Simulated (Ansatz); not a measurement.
**Be_Ca in CaO (Fm-3m): charge-transition levels and formation energies**

Wanted: the transition levels of a substitutional impurity in CaO (Fm-3m), from a cell of 54 host atoms with 1 Ca taken out and 1 Be put in.

Main program and level: Ansatz 0.2.0; place-levels on r2SCAN runs: charge-transition levels and formation energies with image-charge correction and potential alignment at the atomic sites; PAW set soft_1.

### Step 1. The structure

The cell holds 54 atoms: 26 Ca, 27 O and 1 Be. Its edges and angles: a = 10.173 Å, b = 10.173 Å, c = 10.173 Å, α = 60.0°, β = 60.0°, γ = 60.0°. It derives from CaO (space group Fm-3m). Nearest the centre at fractional (0.667, 0.667, 0.333): Be51 at 0.00 Å, O32 at 2.40 Å, O28 at 2.40 Å, O44 at 2.40 Å, O34 at 2.40 Å, O46 at 2.40 Å, O50 at 2.40 Å, Ca45 at 3.39 Å.

Screening for the image-charge correction: ε∞ = 3.85, ε0 = 16.67, computed on the host (DFPT, PBEsol, on the r2SCAN cell), and a cell off the functional's own equilibrium shifts the ionic part.

The cell's shortest repeat is 10.2 Å.

### Step 2. Charge states

A transition level is the Fermi level at which two charge states cost the same, so each charge needs its own total energy, at its own relaxed structure.

Random displacements of about 0.05 Å break the site symmetry at the start, so that the relaxation can reach a distorted minimum if there is one. Forces are taken at one point at (¼, ¼, ¼). The cell holds 1 electron more than the neutral one, with a uniform background that keeps it neutral on the whole. The electron count is odd, so at least one spin is unpaired; this run locks the moment at 1 μB.

The sampling was tested on the host first: at the k-points planned (1x1x1 shifted 0.25 0.25 0.25) its energy lies 0.005 eV an atom from the dense-mesh value, under the bound of 0.02 eV set for this test; that bounds the host's error, not the defect's.

One state's input; the others differ in charge, spin, start and seed, and in occupations where the table says so.

qm1_M1.relax/input.yaml reads:

```yaml
crystal:
  lattice:
    - [0.0, 7.19307716, 7.19307716]
    - [7.19307716, 0.0, 7.19307716]
    - [7.19307716, 7.19307716, 0.0]
  atoms:
    - { symbol: Ca, position: [0.0, 0.0, 0.0] }
    - { symbol: O, position: [0.16666667, 0.16666667, 0.16666667] }
[... 6 atom lines left out ...]
    - { symbol: Ca, position: [0.0, 0.33333333, 0.33333333] }
[... 3 atom lines left out ...]
    - { symbol: Ca, position: [0.0, 0.66666667, 0.0] }
[... 1 atom line left out ...]
    - { symbol: Ca, position: [0.0, 0.66666667, 0.33333333] }
[... 5 atom lines left out ...]
    - { symbol: Ca, position: [0.33333333, 0.0, 0.33333333] }
[... 4 atom lines left out ...]
    - { symbol: O, position: [0.5, 0.5, 0.16666667] }
[... 1 atom line left out ...]
    - { symbol: O, position: [0.5, 0.5, 0.5] }
[... 3 atom lines left out ...]
    - { symbol: O, position: [0.5, 0.83333333, 0.16666667] }
    - { symbol: Ca, position: [0.33333333, 0.66666667, 0.33333333] }
    - { symbol: O, position: [0.5, 0.83333333, 0.5] }
    - { symbol: Ca, position: [0.33333333, 0.66666667, 0.66666667] }
[... 1 atom line left out ...]
    - { symbol: Ca, position: [0.66666667, 0.0, 0.0] }
[... 1 atom line left out ...]
    - { symbol: Ca, position: [0.66666667, 0.0, 0.33333333] }
[... 4 atom lines left out ...]
    - { symbol: O, position: [0.83333333, 0.5, 0.16666667] }
    - { symbol: Ca, position: [0.66666667, 0.33333333, 0.33333333] }
    - { symbol: O, position: [0.83333333, 0.5, 0.5] }
    - { symbol: Ca, position: [0.66666667, 0.33333333, 0.66666667] }
[... 1 atom line left out ...]
    - { symbol: Ca, position: [0.66666667, 0.66666667, 0.0] }
    - { symbol: O, position: [0.83333333, 0.83333333, 0.16666667] }
    - { symbol: Be, position: [0.66666667, 0.66666667, 0.33333333] }
[... 1 atom line left out ...]
    - { symbol: Ca, position: [0.66666667, 0.66666667, 0.66666667] }
    - { symbol: O, position: [0.83333333, 0.83333333, 0.83333333] }
  host:
    repeats: [3, 3, 3]
    atoms:
      - { symbol: Ca, position: [0.0, 0.0, 0.0] }
      - { symbol: O, position: [0.5, 0.5, 0.5] }
total_charge: -1
basis:
  ecutwfc: 500
  xc_grid: 2
hamiltonian:
  xc: r2scan
  pseudopotentials: { kind: paw, azcp: { folder: soft_1 } }
kpoints:
  mp_grid: { grid: [1, 1, 1], shift: [0.25, 0.25, 0.25] }
magnetization:
  spin_polarized: true
  initial_magnetization: 1
  spin_locking: { lock_magnetization: hard }
scf:
  occupations: { method: fixed }
  max_iter: 100
output:
  forces: true
  charged_corrections:
    epsilon: 3.85
    static_epsilon: 16.67
    defect_position: [0.666667, 0.666667, 0.333333]
relax:
  f_tol: 0.02
  max_steps: 80
  random_displacement: { amplitude: 0.05, seed: 2272 }
checkpoint:
  write: "../qm1_M1.relax.run"
  compress: false
  write_wavefunctions: true
  write_every: 100000
```

Run with:

```bash
ansatz run input.yaml --threads 4 --pin off --max-ram 7536MiB --backend cpu --events-out ev --progress --plain --runs-dir out
```

Defect states can disperse in a cell of this size, so the energy is taken again at a 2×2×2 shifted mesh, on the relaxed structure.

The run of this state that the levels use, under r2SCAN:

qm1_M1.point/input.yaml reads:

```yaml
crystal:
  checkpoint: "../qm1_M1.relax.run"
  host: checkpoint
total_charge: -1
basis:
  ecutwfc: 500
  xc_grid: 2
hamiltonian:
  xc: r2scan
  pseudopotentials: { kind: paw, azcp: { folder: soft_1 } }
kpoints:
  mp_grid: { grid: [2, 2, 2], shift: [0.5, 0.5, 0.5] }
magnetization:
  spin_polarized: true
  initial_magnetization: 1
  spin_locking: { lock_magnetization: hard }
scf:
  occupations: { method: fermi_dirac, width: 0.01 }
  max_iter: 100
output:
  forces: true
  eigenvalues: true
  charged_corrections:
    epsilon: 3.85
    static_epsilon: 16.67
    defect_position: [0.666667, 0.666667, 0.333333]
  eigenstates: { localisation: true }
  populations: true
  efg: {}
  band_densities: [{ bands: [v1, v1] }, { bands: [c1, c1] }]
  write_density: true
  write_potential: true
  volumetric_format: npy
  elf: true
checkpoint:
  read: "../qm1_M1.relax.run"
  write: "../qm1_M1.point.run"
  compress: false
  write_wavefunctions: false
  write_every: 100000
```

Relaxations under r2SCAN at one point at (¼, ¼, ¼); times on 4 threads of Intel Xeon Platinum 8559C (Emerald Rapids), shared host:

| charge | moment (μB) | occupations | outcome | steps | largest displacement against the far atoms (Å) | time |
| --- | --- | --- | --- | --- | --- | --- |
| −1 | 1 | fixed | converged | 16 | 1.02 | 4.2 min |
| 0 | 0 | fixed | converged | 11 | 1.01 | 73 s |
| +1 | 1 | fixed | converged | 11 | 1.00 | 3.9 min |

Single points under r2SCAN at a 2×2×2 shifted mesh; times on 4 threads of Intel Xeon Platinum 8559C (Emerald Rapids), shared host:

| charge | moment (μB) | occupations | outcome | time |
| --- | --- | --- | --- | --- |
| −1 | 1 | fermi-dirac | converged | 1.8 min |
| 0 | 0 | fermi-dirac | converged | 42 s |
| +1 | 1 | fermi-dirac | converged | 2.2 min |

Distances (Å) from Be51 to the nearest atoms after relaxation with r2SCAN:

| charge | moment (μB) | 1. | 2. | 3. | 4. | 5. | 6. |
| --- | --- | --- | --- | --- | --- | --- | --- |
| −1 | 1 | O 1.63 | O 1.63 | O 1.63 | Ca 2.72 | Ca 2.72 | Ca 2.73 |
| 0 | 0 | O 1.63 | O 1.63 | O 1.63 | Ca 2.73 | Ca 2.73 | Ca 2.73 |
| +1 | 1 | O 1.63 | O 1.63 | O 1.63 | Ca 2.73 | Ca 2.73 | Ca 2.73 |

### Step 3. place-levels, r2SCAN

A charged cell interacts with its images and the background, and its potential has another zero than the host's. place-levels removes the first by a point-charge model, screened by the static dielectric constant since the ions have relaxed around the charge, and the second by comparing potentials at atoms far from the defect.

The host is a run of the defect-free crystal in the same cutoffs, grids and k-points, so that basis and sampling errors cancel in part in the differences. The host is run in a cell of 2 atoms on a matching mesh. Its band edges are searched through the zone by a band path, so the gap is smaller than, or equal to, that on the mesh. Chemical potentials are energies per atom of Ca (fcc) and Be (hcp), run with the same functional and cutoff.

levels.point.yaml reads:

```yaml
host:
  run: host.point.run
states: [qm1_M1.point.run, q0.point.run, qp1_M1.point.run]
geometry_from:
  qm1_M1.point.run: qm1_M1.relax.run
  q0.point.run: q0.relax.run
  qp1_M1.point.run: qp1_M1.relax.run
chemical_potentials:
  Ca:
    energy: -1821.671293
    dataset: <sha256 of the dataset>
  Be:
    energy: -93.340556
    dataset: "<sha256 of the dataset>"
epsilon: 3.85
static_epsilon: 16.67
vertical:
  - { from: qm1_M1.point.run, to: qm1_M1.point_neutral.run }
  - { from: qp1_M1.point.run, to: qp1_M1.point_neutral.run }
```

Run with:

```bash
ansatz place-levels levels.point.yaml -- --threads 4 --pin off --max-ram 7536MiB
```

Numbers of over 12 decimals in the logs are rounded to 6 here.

Log:

```text
[... repeated set-up lines and file paths are left out, and long positions are rounded to six places ...]
(+1/0) 0.000 eV above the valence edge (-0.142 eV without the band-filling correction), 4.197 eV under the conduction edge
(0/-1) 4.228 eV above the valence edge (+4.658 eV without the band-filling correction), in the conduction band
formation energy of charge +1: +2.625 eV with the Fermi level at the valence edge
formation energy of charge 0: +2.625 eV with the Fermi level at the valence edge
formation energy of charge -1: +6.853 eV with the Fermi level at the valence edge
vertical -1 to 0: no energy, since no alignment is typed
  the change from vertical[0].from (qm1_M1.point.run) to vertical[0].to (qm1_M1.point_neutral.run): by its potential at epsilon 3.85 it stands at 0.991 0.225 0.889, with an rms radius of about 5.4 Å (3.2 3.1 3.1 Å across the planes of the cell's vectors); [...]
vertical +1 to 0: no energy, since no alignment is typed
  the change from vertical[1].from (qp1_M1.point.run) to vertical[1].to (qp1_M1.point_neutral.run): by its potential at epsilon 3.85 it stands at 0.547 0.872 0.214, with an rms radius of about 4.4 Å (2.8 1.7 2.9 Å across the planes of the cell's vectors); [...]
  edges by r2scan, gap 4.197 eV; the host is sampled to repeats of 20.35 Å
  the defect's cells are sampled to repeats of 20.35 Å, like sampling
  charge +1: -62916.8702 eV with its correction of -0.206 eV, at epsilon 16.67, aligned at sites: -0.3433 eV, mean over 21 atomic sites at or beyond 5.09 Å from the defect at [0.6667, 0.6667, 0.3333], with -0.000000 for the charge's moments and without [...]
  states[2] (qp1_M1.point.run): levels filled in part (TS 0.005 eV): its energy is of no whole electron's
  charge 0: +0.000 eV for its dipole among its images, +0.186 omitted
  charge -1: -62897.4802 eV with its correction of +0.365 eV, at epsilon 16.67, aligned at sites: -0.2269 eV, mean over 21 atomic sites at or beyond 5.09 Å from the defect at [0.6667, 0.6667, 0.3333], with +0.000000 for the charge's moments and without [...]
  states[0] (qm1_M1.point.run): levels filled in part (TS 0.002 eV): its energy is of no whole electron's
  of states[2] (qp1_M1.point.run): it parts from the run at its places by a charge that spreads by about 2.9 Å along one vector (1.4 Å or more is wide), by its potential at epsilon 3.85, taken for that of held ions (one typed too small widens it), where the [...]
  of states[1] (q0.point.run): its alignment with the host at atomic sites is doubtful: the cell is too small to show whether the defect's potential has decayed: take a larger one; [...]
  of states[0] (qm1_M1.point.run): it parts from the run at its places by a charge that spreads by about 3.2 Å along one vector (1.4 Å or more is wide), by its potential at epsilon 3.85, taken for that of held ions (one typed too small widens it), where the [...]
  vertical[0].from (qm1_M1.point.run): levels filled in part (TS 0.002 eV): its energy is of no whole electron's
  of vertical[0].from (qm1_M1.point.run): its moments are held at its close (magnetization.spin_locking), by a field of 0.086 eV a Bohr magneton, and its energy and levels are of the state that this holds: a run that lets them go can end lower; [...]
  vertical[1].from (qp1_M1.point.run): levels filled in part (TS 0.005 eV): its energy is of no whole electron's
  of vertical[1].from (qp1_M1.point.run): stability_check_not_made; [...]
```

Run time: 0.28 s. Hardware: 4 threads of Intel Xeon Platinum 8559C (Emerald Rapids), shared host.

Levels between the charges placed, in eV above the valence top:

|  | gap (eV) | (+1/0) | (0/−1) |
| --- | --- | --- | --- |
| r2SCAN | 4.20 | 0.00 | 4.23 |

Corrections by state:

| charge | moment (μB) | image terms and alignment (eV) | band filling (eV) | ε used | over the lowest of its charge, as the program ranks them, band filling apart (eV) |
| --- | --- | --- | --- | --- | --- |
| +1 | 1.0 | -0.206 | -0.142 | 16.67 | 0.000 |
| 0 | 0.0 | 0.000 | - | - | 0.000 |
| −1 | 1.0 | 0.365 | -0.430 | 16.67 | 0.000 |

The charged structures listed were also run neutral, and place-levels reads from each pair, by the potential or the spins, how wide the charge is by which they differ; that can be the carrier of either run.

| charge | rms radius (Å) | spread where it is widest against the cell (Å) | wide from (Å) | reading |
| --- | --- | --- | --- | --- |
| +1 | 4.4 | 2.85 | 1.44 | wide |
| −1 | 5.4 | 3.20 | 1.44 | wide |

The neutral runs of these pairs need not share the spin of the lowest neutral state, and very wide values only mean spread over the cell.

From the program's caveats on the states, each cut to its opening words:

- charge +1 (1 μB): it parts from the run at its places by a charge that spreads by about 2.9 Å along one vector (1.4 Å or more is wide), by its potential at epsilon 3.85, taken [...]
- charge +1 (1 μB): a band-filling correction moves a carrier to the host's band edge, which changes its energy by -0.142 eV
- charge +1 (1 μB), 0, −1 (1 μB): its alignment with the host at atomic sites is doubtful: the cell is too small to show whether the defect's potential has decayed: take a larger one
- charge +1 (1 μB): the far atoms show a dipole or second moment of the defect's charge, for which the correction takes or leaves out 0.066 eV: further moments aren't read, and [...]
- charge +1 (1 μB), −1 (1 μB): flagged: stability check not made
- charge 0: the far atoms show a dipole or second moment of the defect's charge, for which the correction takes or leaves out 0.186 eV: further moments aren't read, and [...]
- charge −1 (1 μB): it parts from the run at its places by a charge that spreads by about 3.2 Å along one vector (1.4 Å or more is wide), by its potential at epsilon 3.85, taken [...]
- charge −1 (1 μB): a band-filling correction moves a carrier to the host's band edge, which changes its energy by -0.430 eV
- charge −1 (1 μB): the far atoms show a dipole or second moment of the defect's charge, for which the correction takes or leaves out 0.154 eV: further moments aren't read, and [...]
- charge −1 (1 μB): its moments are held at its close (magnetization.spin_locking), by a field of 0.086 eV a Bohr magneton, and its energy and levels are of the state that this [...]

The host's formation energy from the elements is -3.216 eV per atom; it sets how far the chemical potentials can move.

Formation energies (eV), Ca-rich (Δμ(Ca) = 0.00 eV, Δμ(O) = -6.43 eV, Δμ(Be) = 0.00 eV):

| charge | Fermi level at the valence top | at the conduction bottom |
| --- | --- | --- |
| +1 | 2.62 | 6.82 |
| 0 | 2.62 | 2.62 |
| −1 | 6.85 | 2.66 |

Formation energies (eV), O-rich (Δμ(O) = 0.00 eV, Δμ(Ca) = -6.43 eV, Δμ(Be) = 0.00 eV):

| charge | Fermi level at the valence top | at the conduction bottom |
| --- | --- | --- |
| +1 | -3.81 | 0.39 |
| 0 | -3.81 | -3.81 |
| −1 | 0.42 | -3.78 |

### Step 4. The same at the relaxations' own k-points

The relaxations' own energies give the levels at their sampling, for comparison.

levels.relax_mesh.yaml reads:

```yaml
host:
  run: host.relax.run
states: [qm1_M1.relax.run, q0.relax.run, qp1_M1.relax.run]
chemical_potentials:
  Ca:
    energy: -1821.671293
    dataset: <sha256 of the dataset>
  Be:
    energy: -93.340556
    dataset: "<sha256 of the dataset>"
```

Run with:

```bash
ansatz place-levels levels.relax_mesh.yaml -- --threads 4 --pin off --max-ram 7536MiB
```

Log:

```text
(+1/0) 0.008 eV beneath the valence edge (-0.087 eV without the band-filling correction), in the valence band
[...]
formation energy of charge +1: +2.604 eV with the Fermi level at the valence edge
formation energy of charge 0: +2.596 eV with the Fermi level at the valence edge
formation energy of charge -1: +6.820 eV with the Fermi level at the valence edge
  edges by r2scan, gap 4.183 eV; the host is sampled to repeats of 10.17 Å
[... the lines on each state left out ...]
```

Wall time 0.09 s (4 threads).

Levels between neighbouring charges, in eV above the valence top:

|  | gap (eV) | (+1/0) | (0/−1) |
| --- | --- | --- | --- |
| one point at (¼, ¼, ¼) | 4.18 | -0.01 | 4.22 |
| a 2×2×2 shifted mesh | 4.20 | 0.00 | 4.23 |

Going from one point at (¼, ¼, ¼) to a 2×2×2 shifted mesh moves formation energies against the elements by up to 0.03 eV; band-filling terms, which differ between samplings, are in these energies.

### Step 5. Outcome

* gap of the host: 4.20 eV (r2SCAN)
* level (plus 1/0): 0.00 eV above the valence top (-0.14 eV above the valence top without the band-filling term)
* level (0/minus 1): 4.23 eV above the valence top, past the conduction bottom (4.66 eV above the valence top without the band-filling term)
* lowest of the charges placed, just above the valence top (0.02 eV): 0
* lowest of the charges placed, just below the conduction bottom (0.02 eV): 0
* lowest formation energy at mid-gap of the charges run, Ca-rich: 2.62 eV
* lowest formation energy at mid-gap of the charges run, O-rich: -3.81 eV

Of the charges placed (−1, 0 and +1), 0 is the lowest from 0.02 eV above the valence top to 0.02 eV below the conduction bottom, a gap of 4.20 eV. States placed: +1 at 1 μB; 0 at 0 μB; −1 at 1 μB. Other spin states or structures, where not listed, weren't placed. The program finds carriers beyond a band edge of the host and adds a band-filling term at charge −1 (-0.43 eV) and +1 (-0.14 eV); steps to such a charge show no bound level, and a defect level inside a band would be read the same way. At charge −1, 0 and +1 the atom put in ends up to 1.0 Å from its starting place, so the name tells the start alone and the levels can join different sites. Be is taken at its element; compounds, which aren't counted here, bound the chemical potentials and would shift these formation energies. The lowest formation energy (O-rich) is negative across the gap, so the defect would form by itself: these chemical potentials lie beyond what competing compounds allow, or the host is unstable against it. Going from one point at (¼, ¼, ¼) to a 2×2×2 shifted mesh moves formation energies against the elements by up to 0.03 eV; band-filling terms, which differ between samplings, are in these energies. The program doubts the alignment of potentials for at least one state, a sign that the cell is small. What this leaves open: r2SCAN makes the gap too small and tends to spread out bound carriers; where a gas molecule sets a chemical potential or the host's formation energy, its binding is uncorrected; force components of up to 0.10 eV/Å remain in a run at the final settings.

[Logs are printed without paths, hosts, clocks, repeated set-up lines and the standing remarks that a program may print on its own settings, such as how far it seeks lower states.]

[Hosts, paths, dates, database ids (printed as entryN), source tags and the programs' standing remarks are cut or masked in the printed files.]

[Where a table of states has a column of steps, it counts the stored structures, which are thinned; the runs took as many ionic steps or more.]

[A defect's name tells the site on which it was built; relaxed atoms can leave that site.]

[For some hosts the program warned that the k-mesh of the response run may be too coarse for force constants and the static dielectric constant; such warnings are not shown here.]
